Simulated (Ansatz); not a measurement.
## Moving the knobs of a GW run on SrLi2SnS4 (I-42m)

Aim: change settings of a G0W0 run on SrLi2SnS4 (I-42m) and see what moves.

Program: Ansatz 0.2.0. Level of theory: G0W0 on PBE, plane waves, PAW; PAW set soft_1. Results are calculated unless marked as measured.

## (1) The structure

Symmetry: I-42m, No. 121, tetragonal system. The conventional cell has a = 6.659 Å, b = 6.659 Å, c = 7.918 Å, α = 90.00°, β = 90.00°, γ = 90.00°. Li has 4 S at 2.47 Å nearest. Nearest to Sr lie 8 S at 3.08 to 3.25 Å. Nearest to Sn lie 4 S at 2.37 Å. Nearest to S lie 1 Sn at 2.37 Å and 2 Li at 2.47 Å and 2 Sr at 3.08 to 3.25 Å. Farther neighbours and most contacts between anions are not listed.

The cell and positions come from the Crystallography Open Database and are kept as given unless a step says otherwise.

## (2) The base run: 4×4×4 mesh, 398 empty bands, screening to 100 eV, PAW set soft_1 files

Now the one-shot GW correction: screening in the RPA, then the self-energy of the levels asked for. This step takes PAW set soft_1 files.

The input, input.yaml:

```yaml
crystal:
  lattice:
    - [-3.3295, 3.3295, 3.959]
    - [3.3295, -3.3295, 3.959]
    - [3.3295, 3.3295, -3.959]
  atoms:
    - { symbol: Li, position: [0.25, 0.75, 0.5] }
    - { symbol: Li, position: [0.75, 0.25, 0.5] }
    - { symbol: Sr, position: [0.5, 0.5, 0.0] }
    - { symbol: Sn, position: [0.0, 0.0, 0.0] }
    - { symbol: S, position: [0.03526, 0.03526, 0.4132] }
    - { symbol: S, position: [0.96474, 0.37794, 0.0] }
    - { symbol: S, position: [0.62206, 0.62206, 0.5868] }
    - { symbol: S, position: [0.37794, 0.96474, 0.0] }
kpoints:
  mp_grid: { grid: [4, 4, 4] }
hamiltonian:
  xc: pbe
  pseudopotentials: { kind: paw, azcp: { folder: soft_1 } }
scf:
  occupations: { method: fixed }
gw:
  n_empty_bands: 398
  ecut_chi: 100
  qp_bands: [v2, c2]
  qp_kpoints: band_edges
  screening: { model: contour_deformation }
```

Started as:

```sh
ansatz run input.yaml --threads 2 --pin off --max-ram 92160MiB --backend cuda --events-out ev --progress --plain --runs-dir out --devices 1 --max-vram 13GiB
```

Numbers of over 12 decimals in the logs are rounded to 6 here.

The program printed:

```text
GPUs: using 1 of 1 available (devices: 1).
Engine: ansatz 0.2.0, x86_64-unknown-linux-gnu
Pseudopotentials: kind: paw
Pseudopotential: Li, paw, valence charge 3, recommended cutoff 420 eV (normal), soft_1/Li.paw.azcp
Pseudopotential: Sr, paw, valence charge 10, recommended cutoff 420 eV (normal), soft_1/Sr.paw.azcp
Pseudopotential: Sn, paw, valence charge 14, recommended cutoff 420 eV (normal), soft_1/Sn.paw.azcp
Pseudopotential: S, paw, valence charge 6, recommended cutoff 420 eV (normal), soft_1/S.paw.azcp
Functional definition: PBE
  parameter kappa = 0.804
  parameter beta = 0.066725
  exchange = pbe_x(kappa = kappa, mu = beta*pi^2/3)
  correlation = pbe_c(beta = beta)
device memory: the entry about to start is reckoned to put 1.9 GiB on a device that reports 27.0 GiB free (of which the cap on the GPU budget leaves the run 13.0 GiB)
GPU FFT provider: cuFFT
GPU libraries: cuBLAS 13.8.2, cuFFT 12.4.0, cuSOLVER 12.3.4
Crystal: 8 atoms, lattice volume = 175.551 Å³
Basis set: ecut = 420 eV, 3445 PW (Γ)
Bands: 35, of which v1, the nominal top of the filled ones, is band 27 counted from 1 (26 counted from 0)
Symmetry: 8 space group operations
Space group: I-42m (ITA 121), of the structure as read, at distance tolerance 5.6e-5 Å
k-points: 13 of 64 (time reversal used)
Non-local potential: Li, projectors of the file, l = 0: 3, l = 1: 2, l = 2: 1
Non-local potential: Sr, projectors of the file, l = 0: 3, l = 1: 2, l = 2: 2
Non-local potential: Sn, projectors of the file, l = 0: 2, l = 1: 2, l = 2: 2, l = 3: 1
Non-local potential: S, projectors of the file, l = 0: 2, l = 1: 2, l = 2: 1
PAW form: soft (Blöchl's): semilocal exchange-correlation on the pseudo side does not see the compensation charge
PAW one-centre angular grid: Li, 110 points (default); XC on 96 Gauss nodes
PAW one-centre angular grid: Sr, 110 points (default); XC on 64 Gauss nodes
PAW one-centre angular grid: Sn, 590 points (default); XC on 64 Gauss nodes
PAW one-centre angular grid: S, 110 points (default); XC on 64 Gauss nodes
Initial density: superposition of atomic densities (chi_scale 0.1, normalization cell, long waves kept (reshape's long-wave potential 0.00 eV rms))
Initial wavefunctions: pseudopotential atomic-orbital guess
GPU buffer pool allocated for 91125 grid points (all kernels)
GPU transforms: local potential and band sums: pruned to the plane-wave sphere, on 45×45×45
Functional: x = pbe(κ = 0.804, μ = 0.219515), c = pbe(β = 0.066725)
SCF iter   1: F=—  HF=-13597.419357 eV  |F-HF|=—  |Δ(HF+E_count)|=         —  Δρ=3.43e-2  dr2=4.12e0  ethr=3.10e-3  ⟨swp⟩=6.9  Hψ=2070  notcnv=0  defer=70
preconditioner: auto → Resta (q_TF=auto, 2.242 Å⁻¹)  ε∞=3.0  [insulator: Δε(μ)=2.942 eV  Ē_g=13.901 eV  n_scr=26 (ndim 8)  ℏωp=19.4 eV  f_vac=0.000  ε∞_Penn≈3.0]
[...]
NSCF: frozen V_eff on 1 k-points
SCF converged after 8 iterations
Free energy (F): -13596.028464 eV
Harris-Foulkes:  -13596.028464 eV  (|F-HF|=2.14e-8)
Internal energy: -13596.028464 eV  (E = F + TS)
E sigma→0 (E₀):  -13596.028464 eV
Fermi energy:    5.065835 eV
--- Per-component energies (eV) ---
  E_band       = -420.950163
  E_kinetic    = 860.273705
  E_local      = -2962.087985  (includes V_loc(G=0)·N_el)
  E_nonlocal   = 476.801347
  E_hartree    = 1119.975111
  E_xc         = -677.273699
  E_vxc        = -593.159643  (∫ρ·V_xc dr)
  E_paw        = -9544.302799  (= ΣΔE_a)
  E_vpaw       = -442.732881  (= ΣTr[D̂ρ^β])
  E_aug_tail   = 0.000802  (compensation charges beyond the density's cutoff)
  E_ewald      = -2869.414945
  E_smearing   = -0.000000  (= −TS)
  E_closure    = 0.000000  (closes the sum)
  Σ components = -13596.028464   (vs F -13596.028464, Δ=0.00e0)
--- Band table (eV; the first three rows and the last of 13) ---
  k-point 0: bands = [... 23 lower, 4.0920, 4.6071, 4.6896, 4.6896, 7.7624, 9.0002, 9.7443, 10.1361, ... 4 higher]
  k-point 1: bands = [... 23 lower, 4.2459, 4.2568, 4.4749, 4.5085, 8.0838, 8.9781, 9.3053, 9.9465, ... 4 higher]
  k-point 2: bands = [... 23 lower, 3.7782, 3.9875, 4.0250, 4.5548, 8.2302, 9.4029, 9.7175, 9.8643, ... 4 higher]
  k-point 12: bands = [... 23 lower, 3.3229, 4.5879, 4.5879, 5.0658, 7.7389, 9.2319, 9.2319, 9.5699, ... 4 higher]
--- G₀W₀: contour deformation, 6 samples at zero and on the imaginary axis and 2 off it, 64 q-points, 398 empty bands' worth ---
  eigenvalues of the whole cell's RPA ε∞ on this k-mesh (on a slab, of 1 + 4πα/V) = 4.5860, 4.7259, 4.7259; static W/v taken at q = 0 is 0.213730
  bands read: the sum over 425 bands ends inside a degenerate multiplet in 2 slots, whose members it reads at an even weight; the widest, k=7: bands 425 to 426 (counted from 1) at 1/2 each
  gw.qp_kpoints: band_edges: 13 of 13 stored k-points solved, in 1 pass; an edge of the gap read off the rows below is read off those points alone
    ik  band        ε_KS         Σx   Σc(E_QP)       V_xc       Z   E_QP_lin       E_QP  E_QP is
     0    26      4.6896   -18.1485     2.1056   -15.2508  0.7605     3.8881     3.8975  root
     0    27      4.6896   -18.1485     2.1056   -15.2508  0.7605     3.8881     3.8975  root
     0    28      7.7624    -9.5751    -3.6574   -13.8019  0.7919     8.3352     8.3318  root
     0    29      9.0002    -5.6851    -3.7359    -9.8611  0.8019     9.4427     9.4403  root
     1    26      4.4749   -17.9353     2.1876   -14.9308  0.7579     3.6476     3.6581  root
     1    27      4.5085   -17.3771     2.1561   -14.3761  0.7599     3.6522     3.6636  root
     1    28      8.0838   -10.4383    -3.6950   -14.8328  0.7830     8.7889     8.7833  root
     1    29      8.9781    -5.0817    -3.7250    -9.1998  0.8058     9.3732     9.3713  root
[...]
12    26      4.5879   -17.7444     2.2997   -14.5967  0.7559     3.7281     3.7400  root
    12    27      5.0658   -18.0925     2.2196   -15.0394  0.7596     4.2218     4.2324  root
    12    28      7.7389    -8.5635    -3.7085   -12.9077  0.7994     8.3789     8.3746  root
    12    29      9.2319    -7.0705    -3.7932   -11.3313  0.7999     9.7023     9.6996  root
```

Elapsed: 30 s, on 1 × NVIDIA H100 80GB HBM3 (shared by 6 runs) with 2 threads of AMD EPYC 7R13 (Zen 3), shared host; peak memory 1.8 GiB; 45 s of CPU time.

Numbers from this step:

* bands summed: 425
* RPA ε∞ on this mesh (eigenvalues): 4.586, 4.726, 4.726
* plane waves in the screening matrix: 395
* q-points in the mesh: 64
* G0W0 gap on the mesh: 4.099 eV
* k of the valence top: -0.5, -0.5, -0.5
* k of the conduction bottom: 0, 0, 0
* starting gap on the mesh: 2.673 eV
* Z at the valence top: 0.7596
* Z at the conduction bottom: 0.7919
* least direct G0W0 gap on the computed points: 4.142 eV

The gap on the mesh goes from 2.67 eV to 4.10 eV, a correction of +1.43 eV, though a band edge has moved to another state.

## (3) Variant: accuracy level

input.yaml, as its differences from that of step 2:

```diff
@@ -27 +27,2 @@
   screening: { model: contour_deformation }
+accuracy: high
```

The program printed:

```text
GPUs: using 1 of 1 available (devices: 1).
[...]
GPU FFT provider: cuFFT
GPU libraries: cuBLAS 13.8.2, cuFFT 12.4.0, cuSOLVER 12.3.4
Crystal: 8 atoms, lattice volume = 175.551 Å³
Basis set: ecut = 420 eV, 3445 PW (Γ)
Bands: 35, of which v1, the nominal top of the filled ones, is band 27 counted from 1 (26 counted from 0)
[... 1 set-up line as in the run before ...]
[...]
k-points: 13 of 64 (time reversal used)
[...]
GPU buffer pool allocated for 110592 grid points (all kernels)
[...]
SCF iter   1: F=—  HF=-13597.419339 eV  |F-HF|=—  |Δ(HF+E_count)|=         —  Δρ=3.43e-2  dr2=4.12e0  ethr=3.10e-3  ⟨swp⟩=6.9  Hψ=2070  notcnv=0  defer=70
[...]
SCF iter   8: F=-13596.028447 eV  HF=-13596.028447 eV  |F-HF|=2.14e-8  |Δ(HF+E_count)|=   1.92e-6  Δρ=5.33e-6  dr2=7.11e-8  ethr=1.85e-10  ⟨swp⟩=16.3  Hψ=2834  notcnv=0
SCF 1 converged in 8 iterations: F = -13596.028447 eV  dr2 = 7.11e-8
[...]
NSCF: frozen V_eff on 13 k-points
[...]
G₀W₀ screening: q 1/13
[... further progress lines ...]
[...]
SCF converged after 8 iterations
Free energy (F): -13596.028447 eV
[...]
Internal energy: -13596.028447 eV  (E = F + TS)
E sigma→0 (E₀):  -13596.028447 eV
Fermi energy:    5.065834 eV
[...]
--- Band table (eV; the first three rows and the last of 13) ---
  k-point 0: bands = [... 23 lower, 4.0920, 4.6071, 4.6896, 4.6896, 7.7624, 9.0002, 9.7443, 10.1361, ... 4 higher]
  k-point 1: bands = [... 23 lower, 4.2459, 4.2568, 4.4749, 4.5085, 8.0838, 8.9781, 9.3053, 9.9465, ... 4 higher]
  k-point 2: bands = [... 23 lower, 3.7782, 3.9875, 4.0250, 4.5548, 8.2302, 9.4029, 9.7175, 9.8643, ... 4 higher]
  k-point 12: bands = [... 23 lower, 3.3229, 4.5879, 4.5879, 5.0658, 7.7389, 9.2319, 9.2319, 9.5699, ... 4 higher]
[...]
0    26      4.6896   -18.1485     2.1056   -15.2508  0.7605     3.8882     3.8975  root
     0    27      4.6896   -18.1485     2.1056   -15.2508  0.7605     3.8882     3.8975  root
     0    28      7.7624    -9.5751    -3.6573   -13.8019  0.7919     8.3352     8.3319  root
     0    29      9.0002    -5.6851    -3.7359    -9.8611  0.8019     9.4427     9.4403  root
     1    26      4.4749   -17.9353     2.1877   -14.9308  0.7579     3.6477     3.6581  root
     1    27      4.5085   -17.3771     2.1561   -14.3761  0.7599     3.6523     3.6636  root
     1    28      8.0838   -10.4383    -3.6949   -14.8328  0.7830     8.7890     8.7835  root
     1    29      8.9781    -5.0817    -3.7250    -9.1998  0.8057     9.3732     9.3713  root
[...]
12    26      4.5879   -17.7444     2.2996   -14.5967  0.7558     3.7281     3.7399  root
    12    27      5.0658   -18.0925     2.2196   -15.0394  0.7596     4.2219     4.2324  root
    12    28      7.7389    -8.5635    -3.7084   -12.9077  0.7993     8.3790     8.3747  root
    12    29      9.2319    -7.0705    -3.7932   -11.3313  0.7999     9.7023     9.6996  root
```

Wall time 46 s (1 × NVIDIA H100 80GB HBM3 (shared by 6 runs) with 2 threads); peak memory 1.9 GiB; 68 s of CPU time.

The G0W0 gap on the mesh is 4.099 eV.

Against the base:

| setting | base | variant |
| --- | --- | --- |
| accuracy | - | high |

| quantity | variant | base |
| --- | --- | --- |
| starting gap on the mesh | 2.673 | 2.673 |
| G0W0 gap on the mesh | 4.099 | 4.099 |
| least direct G0W0 gap on the computed points | 4.142 | 4.142 |
| Z at the valence top | 0.760 | 0.760 |
| Z at the conduction bottom | 0.792 | 0.792 |

## (4) Variant: low screening cutoff

input.yaml, as its differences from that of step 3:

```diff
@@ -22,4 +22,4 @@
 gw:
-  n_empty_bands: 398
-  ecut_chi: 100
+  n_empty_bands: 524
+  ecut_chi: 40
   qp_bands: [v2, c2]
@@ -27,2 +27 @@
   screening: { model: contour_deformation }
-accuracy: high
```

The program printed:

```text
GPUs: using 1 of 1 available (devices: 1).
[...]
GPU FFT provider: cuFFT
GPU libraries: cuBLAS 13.8.2, cuFFT 12.4.0, cuSOLVER 12.3.4
Crystal: 8 atoms, lattice volume = 175.551 Å³
Basis set: ecut = 420 eV, 3445 PW (Γ)
Bands: 35, of which v1, the nominal top of the filled ones, is band 27 counted from 1 (26 counted from 0)
[... 1 set-up line as in the run before ...]
[...]
k-points: 13 of 64 (time reversal used)
[...]
GPU buffer pool allocated for 91125 grid points (all kernels)
[...]
SCF iter   1: F=—  HF=-13597.419357 eV  |F-HF|=—  |Δ(HF+E_count)|=         —  Δρ=3.43e-2  dr2=4.12e0  ethr=3.10e-3  ⟨swp⟩=6.9  Hψ=2070  notcnv=0  defer=70
[...]
SCF iter   8: F=-13596.028464 eV  HF=-13596.028464 eV  |F-HF|=2.14e-8  |Δ(HF+E_count)|=   1.92e-6  Δρ=5.33e-6  dr2=7.11e-8  ethr=1.85e-10  ⟨swp⟩=16.3  Hψ=2834  notcnv=0
SCF 1 converged in 8 iterations: F = -13596.028464 eV  dr2 = 7.11e-8
[...]
G₀W₀ screening: q 1/13
[... further progress lines ...]
[...]
SCF converged after 8 iterations
Free energy (F): -13596.028464 eV
[...]
Internal energy: -13596.028464 eV  (E = F + TS)
E sigma→0 (E₀):  -13596.028464 eV
Fermi energy:    5.065835 eV
[...]
--- Band table (eV; the first three rows and the last of 13) ---
  k-point 0: bands = [... 23 lower, 4.0920, 4.6071, 4.6896, 4.6896, 7.7624, 9.0002, 9.7443, 10.1361, ... 4 higher]
  k-point 1: bands = [... 23 lower, 4.2459, 4.2568, 4.4749, 4.5085, 8.0838, 8.9781, 9.3053, 9.9465, ... 4 higher]
  k-point 2: bands = [... 23 lower, 3.7782, 3.9875, 4.0250, 4.5548, 8.2302, 9.4029, 9.7175, 9.8643, ... 4 higher]
  k-point 12: bands = [... 23 lower, 3.3229, 4.5879, 4.5879, 5.0658, 7.7389, 9.2319, 9.2319, 9.5699, ... 4 higher]
[...]
0    26      4.6896   -18.1485     2.3986   -15.2508  0.7701     4.1869     4.1905  root
     0    27      4.6896   -18.1485     2.3986   -15.2508  0.7701     4.1869     4.1905  root
     0    28      7.7624    -9.5751    -3.5273   -13.8019  0.7993     8.4673     8.4619  root
     0    29      9.0002    -5.6851    -3.6878    -9.8611  0.8034     9.4915     9.4884  root
     1    26      4.4749   -17.9353     2.4608   -14.9308  0.7673     3.9267     3.9312  root
     1    27      4.5085   -17.3771     2.4248   -14.3761  0.7685     3.9271     3.9323  root
     1    28      8.0838   -10.4383    -3.4883   -14.8328  0.7910     9.0000     8.9900  root
     1    29      8.9781    -5.0817    -3.6995    -9.1998  0.8068     9.3991     9.3968  root
[...]
12    26      4.5879   -17.7444     2.5737   -14.5967  0.7646     4.0087     4.0140  root
    12    27      5.0658   -18.0925     2.5267   -15.0394  0.7690     4.5353     4.5394  root
    12    28      7.7389    -8.5635    -3.5348   -12.9077  0.8037     8.5557     8.5483  root
    12    29      9.2319    -7.0705    -3.7218   -11.3313  0.8032     9.7747     9.7710  root
```

It took 54 s on 1 × NVIDIA H100 80GB HBM3 (shared by 6 runs) with 2 threads; peak memory 1.7 GiB.

Against the base:

| setting | base | variant |
| --- | --- | --- |
| empty bands | 398 | 524 |
| screening cutoff (eV) | 100 | 40 |

| quantity | variant | base |
| --- | --- | --- |
| starting gap on the mesh | 2.673 | 2.673 |
| G0W0 gap on the mesh | 3.922 | 4.099 |
| least direct G0W0 gap on the computed points | 4.009 | 4.142 |
| Z at the valence top | 0.769 | 0.760 |
| Z at the conduction bottom | 0.799 | 0.792 |

## (5) Summary of results

| Property | Result |
| --- | --- |
| base | 4.10 eV, 30 s |
| accuracy level | 4.10 eV, 46 s |
| low screening cutoff | 3.92 eV, 54 s |

In words: Accuracy level: the gap moves by +0.00 eV. Low screening cutoff: the gap moves by −0.18 eV; such settings are too crude to quote. The variant differs from the base in empty bands and screening cutoff together, so the change can't be laid to one of them. All runs here use a coarse mesh and modest cutoffs; they test settings and are not final values. The many-body steps are scalar-relativistic: spin-orbit coupling is not in them.

[Paths, hosts, dates, memory and timing lines, banners, echoed tables and standing remarks are left out of the program output.]

[Logs are printed without paths, hosts, clocks, repeated set-up lines and the standing remarks that a program may print on its own settings, such as how far it seeks lower states.]

[Runs of the session that timed out or met a known fault of the program may be left out.]

[Cells called generated may have been cut or substituted from an entry of the Crystallography Open Database or the Materials Project.]

[Hosts, paths, dates, database ids (printed as entryN), source tags and the programs' standing remarks are cut or masked in the printed files.]
